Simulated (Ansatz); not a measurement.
# Electron scattering at the Σ5 (210) boundary in fcc Ir, starting shift (0.5, 0.5), part 3 of 3

Wanted: what the Σ5 (210) boundary in fcc Ir, starting shift (0.5, 0.5) costs an interconnect.

Ansatz 0.2.0; Ansatz plane-wave DFT, PBE, PAW files; relaxation of a bicrystal slab with its lowest layers held; PAW set soft_1 (the session's first sound run).

So far. Step 3 (Transmission across the boundary): Over the solved energies the transmission per spin lies between 2.20 and 2.43, out of 4.40 channels of the lead on average (up to 4.52). Step 4 (Specific resistance): Averaged over the energies near the Fermi level, 52.2 % of the channels pass, which makes 0.442 fΩ m².

## (5) Single-crystal slab for reference

The free faces cost energy too. A single-crystal slab with the same faces and held layers is relaxed, so that they cancel.

This step: Ansatz plane-wave DFT, PBE, PAW files; relaxation of a single-crystal slab with its lowest layers held; PAW set soft_1 (Ansatz 0.2.0).

System of this step: Ir slab, plane (2, 1, 0). The cell holds 22 atoms: 22 Ir. Its edges and angles: a = 4.702 Å, b = 3.839 Å, c = 29.029 Å, α = 90.0°, β = 90.0°, γ = 65.9°. It derives from Ir. Vacuum lies along c.

input.yaml

```yaml
crystal:
  lattice:
    - [4.7022854592, 0.0, 0.0]
    - [1.5674284864, 3.5048766455, 0.0]
    - [0.0, 0.0, 29.0288347253]
  atoms:
    - { symbol: Ir, position: [0.4000000001, 0.2999999997, 0.1722425322] }
    - { symbol: Ir, position: [1.0e-10, 0.9999999997, 0.2018171241] }
    - { symbol: Ir, position: [0.6000000001, 0.6999999997, 0.2313917159] }
    - { symbol: Ir, position: [0.2000000001, 0.3999999997, 0.2609663078] }
    - { symbol: Ir, position: [0.8000000001, 0.0999999998, 0.2905408997] }
    - { symbol: Ir, position: [0.4000000001, 0.7999999998, 0.3201154915] }
    - { symbol: Ir, position: [1.0e-10, 0.4999999998, 0.3496900834] }
    - { symbol: Ir, position: [0.6000000001, 0.1999999998, 0.3792646753] }
    - { symbol: Ir, position: [0.2000000001, 0.8999999998, 0.4088392671] }
    - { symbol: Ir, position: [0.8000000001, 0.5999999998, 0.438413859] }
    - { symbol: Ir, position: [0.4000000001, 0.2999999998, 0.4679884508] }
    - { symbol: Ir, position: [0.0, 0.9999999999, 0.4975630427] }
    - { symbol: Ir, position: [0.6, 0.6999999999, 0.5271376346] }
    - { symbol: Ir, position: [0.2, 0.3999999999, 0.5567122264] }
    - { symbol: Ir, position: [0.8, 0.0999999999, 0.5862868183] }
    - { symbol: Ir, position: [0.4, 0.7999999999, 0.6158614102] }
    - { symbol: Ir, position: [0.0, 0.4999999999, 0.645436002] }
    - { symbol: Ir, position: [0.6, 0.1999999999, 0.6750105939] }
    - { symbol: Ir, position: [0.2, 0.9, 0.7045851858] }
    - { symbol: Ir, position: [0.8, 0.6, 0.7341597776] }
    - { symbol: Ir, position: [0.4, 0.3, 0.7637343695] }
    - { symbol: Ir, position: [0.0, 0.0, 0.7933089614] }
kpoints:
  mp_grid: { grid: [7, 7, 1] }
hamiltonian:
  xc: pbe
  pseudopotentials: { kind: paw, azcp: { folder: soft_1 } }
scf:
  occupations: { method: fermi_dirac, width: 0.1 }
relax:
  f_tol: 0.03
  max_steps: 80
  constraints: [{ sites: [0, 1, 2, 3] }]
```

Run with:

```sh
$ ansatz run input.yaml --threads 4 --pin off --max-ram 15360MiB --backend cpu --events-out ev --progress --plain --runs-dir out
```

Numbers of over 12 decimals in the logs are rounded to 6 here.

Output:

```text
Warning: crystal.symmetry: narrowed to the stabiliser of the relax constraints — unitary ops 4 → 2; lowered at sites 0, 1, 2, 3, 18, 19, 20, 21 (the operations that carried what is held of a site onto what its image site leaves free; the constrained walk keeps no symmetry that its constraints do not admit)
[...]
Crystal: 22 atoms, lattice volume = 478.422 Å³
Basis set: ecut = 420 eV, 9349 PW (Γ), exchange–correlation on 64×54×400 points (8 copies of the dense FFT grid, shifted against one another)
Bands: 225, of which v1, the nominal top of the filled ones, is band 187 counted from 1 (186 counted from 0)
Symmetry: 2 space group operations
k-points: 16 of 49 (time reversal used)
[...]
SCF iter   9: F=-262603.962476 eV  HF=-262603.962479 eV  |F-HF|=3.39e-6  |Δ(HF+E_count)|=   9.04e-6  Δρ=2.02e-5  dr2=4.12e-6  ethr=6.02e-9  ⟨swp⟩=5.0  Hψ=12907  notcnv=0
SCF 1 converged in 9 iterations: F = -262603.962476 eV  dr2 = 4.12e-6
[...]
relax step   1: F+E_penalty+E_count = -262603.96247562 eV  Δ(F+E_penalty+E_count) = +0.000e0 eV  max|allowed force component| = 1.552e0 eV/Å  Δτ_max = 0.0000 Å  (9 SCF iters, dr2 threshold 2.25e-5 eV, accepted)
[...]
SCF iter   6: F=-262603.895706 eV  HF=-262603.895706 eV  |F-HF|=1.75e-7  |Δ(HF+E_count)|=   2.91e-5  Δρ=4.74e-5  dr2=1.07e-5  ethr=2.67e-8  ⟨swp⟩=3.0  Hψ=13987  notcnv=0
SCF 2 converged in 6 iterations: F = -262603.895706 eV  dr2 = 1.07e-5
[...]
relax step   2: F+E_penalty+E_count = -262603.89570634 eV  Δ(F+E_penalty+E_count) = +6.677e-2 eV  max|allowed force component| = 3.098e0 eV/Å  Δτ_max = 0.1943 Å  (6 SCF iters, dr2 threshold 1.00e-4 eV, rejected (line search))
SCF iter   1: F=—  HF=-262604.158192 eV  |F-HF|=—  |Δ(HF+E_count)|=         —  Δρ=6.84e-3  dr2=2.34e-1  ethr=1.08e-3  ⟨swp⟩=4.9  Hψ=7954  notcnv=0  defer=121
[...]
SCF iter   8: F=-262604.133290 eV  HF=-262604.133290 eV  |F-HF|=1.20e-8  |Δ(HF+E_count)|=   1.86e-8  Δρ=2.26e-6  dr2=4.60e-8  ethr=2.67e-11  ⟨swp⟩=5.3  Hψ=13203  notcnv=0
SCF 3 converged in 8 iterations: F = -262604.133290 eV  dr2 = 4.60e-8
relax step   3: F+E_penalty+E_count = -262604.13328963 eV  Δ(F+E_penalty+E_count) = -1.708e-1 eV  max|allowed force component| = 2.452e-1 eV/Å  Δτ_max = 0.0944 Å  (8 SCF iters, accepted)
[...]
relax step   4: F+E_penalty+E_count = -262604.16908584 eV  Δ(F+E_penalty+E_count) = -3.580e-2 eV  max|allowed force component| = 1.376e-1 eV/Å  Δτ_max = 0.1000 Å  (7 SCF iters, dr2 threshold 3.76e-6 eV, accepted)
[...]
relax step   5: F+E_penalty+E_count = -262604.17424493 eV  Δ(F+E_penalty+E_count) = -5.159e-3 eV  max|allowed force component| = 2.850e-2 eV/Å  Δτ_max = 0.0442 Å  (7 SCF iters, dr2 threshold 1.18e-6 eV, accepted)
[...]
SCF iter   2: F=-262604.174245 eV  HF=-262604.174245 eV  |F-HF|=4.36e-8  |Δ(HF+E_count)|=   5.10e-5  Δρ=2.66e-6  dr2=6.60e-8  ethr=2.67e-11  ⟨swp⟩=2.7  Hψ=15297  notcnv=0
SCF 6 converged in 2 iterations: F = -262604.174245 eV  dr2 = 6.60e-8
relax step   6: F+E_penalty+E_count = -262604.17424500 eV  Δ(F+E_penalty+E_count) = -6.589e-8 eV  max|allowed force component| = 2.848e-2 eV/Å  Δτ_max = 0.0000 Å  (2 SCF iters, accepted)
SCF converged after 2 iterations
Free energy (F): -262604.174245 eV
[...]
Internal energy: -262603.365656 eV  (E = F + TS)
E sigma→0 (E₀):  -262603.769950 eV
Entropy (-TS):   -0.808589 eV (-36.754 meV/atom)
Fermi energy:    14.978802 eV
[...]
--- Forces (eV/Å), atoms counted from 1 ---
  atom   1  Ir    -0.08881989     0.03972146     1.57815467
  atom   2  Ir     0.15935875    -0.07126740    -0.14837388
  atom   3  Ir     0.12050796    -0.05389280    -1.03776182
  atom   4  Ir    -0.20810735     0.09306844    -0.39353488
  atom   5  Ir    -0.01512621     0.00676464    -0.01988522
  atom   6  Ir    -0.00047482     0.00021235    -0.00379762
  atom   7  Ir     0.00891256    -0.00398582    -0.00349459
  atom   8  Ir     0.01832788    -0.00819648     0.00161114
  atom   9  Ir     0.00889454    -0.00397776    -0.00004772
  atom  10  Ir     0.00181344    -0.00081100     0.01196716
  atom  11  Ir     0.00242256    -0.00108340    -0.01795152
  atom  12  Ir     0.00114744    -0.00051315     0.02300716
  atom  13  Ir    -0.00558813     0.00249909    -0.01833261
  atom  14  Ir    -0.01678360     0.00750585     0.00822079
  atom  15  Ir    -0.00797947     0.00356853    -0.00317617
  atom  16  Ir    -0.00405931     0.00181538     0.00943590
  atom  17  Ir     0.02848489    -0.01273883    -0.00443389
  atom  18  Ir     0.00169776    -0.00075926    -0.00545160
  atom  19  Ir    -0.00866721     0.00387609     0.02468054
  atom  20  Ir    -0.01835925     0.00821050    -0.00028577
  atom  21  Ir    -0.00343105     0.00153441     0.00039949
  atom  22  Ir     0.02584948    -0.01156024    -0.00081661
  max |Σ_I F_I| component: 1.33e-4 eV/Å
--- Relaxed structure (6 steps of the walk, 5 accepted, 0 SCFs on fresh bases) ---
  F+E_penalty+E_count = -262604.17424500 eV   max|allowed force component| = 2.848e-2 eV/Å
  atoms:
    - { symbol: Ir, position: [0.400000, 0.300000, 0.172243] }
    - { symbol: Ir, position: [1.000000082740371e-10, 1.000000, 0.201817] }
    - { symbol: Ir, position: [0.600000, 0.699999999825, 0.231392] }
    - { symbol: Ir, position: [0.200000, 0.400000, 0.260966] }
    - { symbol: Ir, position: [0.796637, 0.101682, 0.291053] }
    - { symbol: Ir, position: [0.399846, 0.800077, 0.320657] }
    - { symbol: Ir, position: [0.00243567, 0.498782, 0.350336] }
    - { symbol: Ir, position: [0.602665, 0.198668, 0.380792] }
    - { symbol: Ir, position: [0.204060, 0.897970, 0.410481] }
    - { symbol: Ir, position: [0.804140, 0.597930, 0.440477] }
    - { symbol: Ir, position: [0.403368, 0.298316, 0.470684] }
    - { symbol: Ir, position: [0.00399681, 0.998002, 0.500474] }
    - { symbol: Ir, position: [0.604008, 0.697996, 0.530387] }
    - { symbol: Ir, position: [0.203494, 0.398253, 0.560800] }
    - { symbol: Ir, position: [0.804362, 0.097819, 0.590341] }
    - { symbol: Ir, position: [0.405359, 0.797320, 0.620519] }
    - { symbol: Ir, position: [0.00597331, 0.497013, 0.650809] }
    - { symbol: Ir, position: [0.610864, 0.194568, 0.679644] }
    - { symbol: Ir, position: [0.211688, 0.894156, 0.709720] }
    - { symbol: Ir, position: [0.799393, 0.600303, 0.742079] }
    - { symbol: Ir, position: [0.403558, 0.298221, 0.768886] }
    - { symbol: Ir, position: [0.0060444, -0.0030222, 0.794747] }
```

Run time: 5.5 min. Hardware: 4 threads of Arm Neoverse V1, shared host; peak memory 2.8 GiB.

Relaxation path:

```
step  energy less that of the first step (eV)  largest force component (eV/Å)
   1                                   0.0000                          1.5521
   2                                   0.0668                          3.0983
   3                                  -0.1708                          0.2452
   4                                  -0.2066                          0.1376
   5                                  -0.2118                          0.0285
   6                                  -0.2118                          0.0285
```

Relaxation step 2 was tried and not accepted.

The atoms that moved most (Å):

| atom | dx | dy | dz | length |
| --- | --- | --- | --- | --- |
| Ir20 | -0.002 | 0.001 | 0.230 | 0.230 |
| Ir17 | 0.023 | -0.010 | 0.156 | 0.158 |
| Ir19 | 0.046 | -0.020 | 0.149 | 0.157 |
| Ir21 | 0.014 | -0.006 | 0.150 | 0.150 |
| Ir18 | 0.043 | -0.019 | 0.134 | 0.142 |
| Ir16 | 0.021 | -0.009 | 0.135 | 0.137 |
| Ir14 | 0.014 | -0.006 | 0.119 | 0.120 |
| Ir15 | 0.017 | -0.008 | 0.118 | 0.119 |

The relaxed structure:

```xyz
22
Lattice="4.7023 0.0000 0.0000 1.5674 3.5049 0.0000 0.0000 0.0000 29.0288" Properties=species:S:1:pos:R:3
Ir    2.3511    1.0515    5.0000
Ir    1.5674    3.5049    5.8585
Ir    3.9186    2.4534    6.7170
Ir    1.5674    1.4020    7.5755
Ir    3.9054    0.3564    8.4489
Ir    3.1343    2.8042    9.3083
Ir    0.7933    1.7482   10.1698
Ir    3.1453    0.6963   11.0540
Ir    2.3671    3.1473   11.9158
Ir    4.7185    2.0957   12.7865
Ir    2.3643    1.0456   13.6634
Ir    1.5831    3.4979   14.5282
Ir    3.9343    2.4464   15.3965
Ir    1.5811    1.3958   16.2794
Ir    3.9357    0.3428   17.1369
Ir    3.1559    2.7945   18.0130
Ir    0.8071    1.7420   18.8922
Ir    3.1774    0.6819   19.7293
Ir    2.3969    3.1339   20.6024
Ir    4.6999    2.1040   21.5417
Ir    2.3651    1.0452   22.3199
Ir    0.0237   -0.0106   23.0706
```

This step gave:

```yaml
free_energy: -262604.1742 eV
energy_at_zero_smearing: -262603.7700 eV
fermi_energy: 14.98 eV
```

The largest force component on a free atom ends at 0.028 eV/Å, under the tolerance of 0.03, after 6 steps.

## (6) Bulk reference

The perfect crystal gives the energy per atom, for the atoms by which bicrystal and slab differ.

This step: Ansatz plane-wave DFT, PBE, PAW files; bulk reference; PAW set soft_1 (Ansatz 0.2.0).

System of this step: Ir. The structure is cubic, space group Fm-3m (No. 225). Conventional cell: a = 3.839 Å, b = 3.839 Å, c = 3.839 Å, α = 90.00°, β = 90.00°, γ = 90.00°. Nearest to Ir lie 12 Ir at 2.71 Å.

input.yaml, the sections that differ from step 5:

```yaml
crystal:
  lattice:
    - [0.0, 1.9197, 1.9197]
    - [1.9197, 0.0, 1.9197]
    - [1.9197, 1.9197, 0.0]
  atoms:
    - { symbol: Ir, position: [0.0, 0.0, 0.0] }
kpoints:
  mp_grid: { grid: [19, 19, 19] }
# hamiltonian, scf: as in step 5
# relax: removed
```

Output:

```text
[...]
Crystal: 1 atoms, lattice volume = 14.149 Å³
Basis set: ecut = 420 eV, 283 PW (Γ)
Bands: 13, of which v1, the nominal top of the filled ones, is band 9 counted from 1 (8 counted from 0)
Symmetry: 48 space group operations
[...]
k-points: 220 of 6859
[...]
SCF iter   1: F=—  HF=-11936.912931 eV  |F-HF|=—  |Δ(HF+E_count)|=         —  Δρ=4.86e-2  dr2=2.40e-1  ethr=3.10e-3  ⟨swp⟩=5.0  Hψ=14666  notcnv=0
[...]
SCF iter   6: F=-11936.835594 eV  HF=-11936.835594 eV  |F-HF|=8.00e-11  |Δ(HF+E_count)|=   2.50e-8  Δρ=2.12e-6  dr2=1.81e-10  ethr=5.79e-10  ⟨swp⟩=1.0  Hψ=8318  notcnv=0
SCF 1 converged in 6 iterations: F = -11936.835594 eV  dr2 = 1.81e-10
[...]
SCF converged after 6 iterations
Free energy (F): -11936.835594 eV
[...]
Internal energy: -11936.800931 eV  (E = F + TS)
E sigma→0 (E₀):  -11936.818263 eV
Entropy (-TS):   -0.034663 eV (-34.663 meV/atom)
Fermi energy:    25.781889 eV
[...]
```

The job ended after 0.64 s (4 threads; peak memory 0.28 GiB; 2 s of CPU time).

Numbers from this step:

| Item | Value |
| --- | --- |
| free energy | -11936.8356 eV |
| energy at zero smearing | -11936.8183 eV |
| Fermi energy | 25.78 eV |

## (7) Boundary energy

This step: Ansatz plane-wave DFT, PBE, PAW files; bicrystal less single-crystal slab less bulk atoms, a boundary area; PAW set soft_1 (Ansatz 0.2.0).

Numbers from this step:

```
excess energy of the cell : 1.601 eV
boundary energy           : 1.556 J/m²
```

The boundary costs 1.6 J/m².

By hand: 1.60 eV / 16.48 Å² × 16.02 = 1.56 J/m².

## (8) What came out

| Property | Result |
| --- | --- |
| specific resistance of the boundary | 0.442 fΩ m² |
| share of channels that pass | 0.522 |
| boundary energy | 1.56 J/m² |

**Reading.** The boundary has a specific resistance of 0.44 fΩ m² and an energy of 1.6 J/m². The boundary reflects 48 % of the channels; 0.44 fΩ m² is 4.4×10⁻¹² Ω·cm². In the relaxation the upper grain slid sideways by about 1.0 Å, so the result belongs to the position that it found, not to the starting one. One starting structure was relaxed; another shift or atom count at the boundary may lie lower. Spin-orbit coupling is left out, which matters for Ir.

[Logs are printed without paths, hosts, clocks, repeated set-up lines and the standing remarks that a program may print on its own settings, such as how far it seeks lower states.]

[Hosts, paths, dates, database ids (printed as entryN), source tags and the programs' standing remarks are cut or masked in the printed files.]
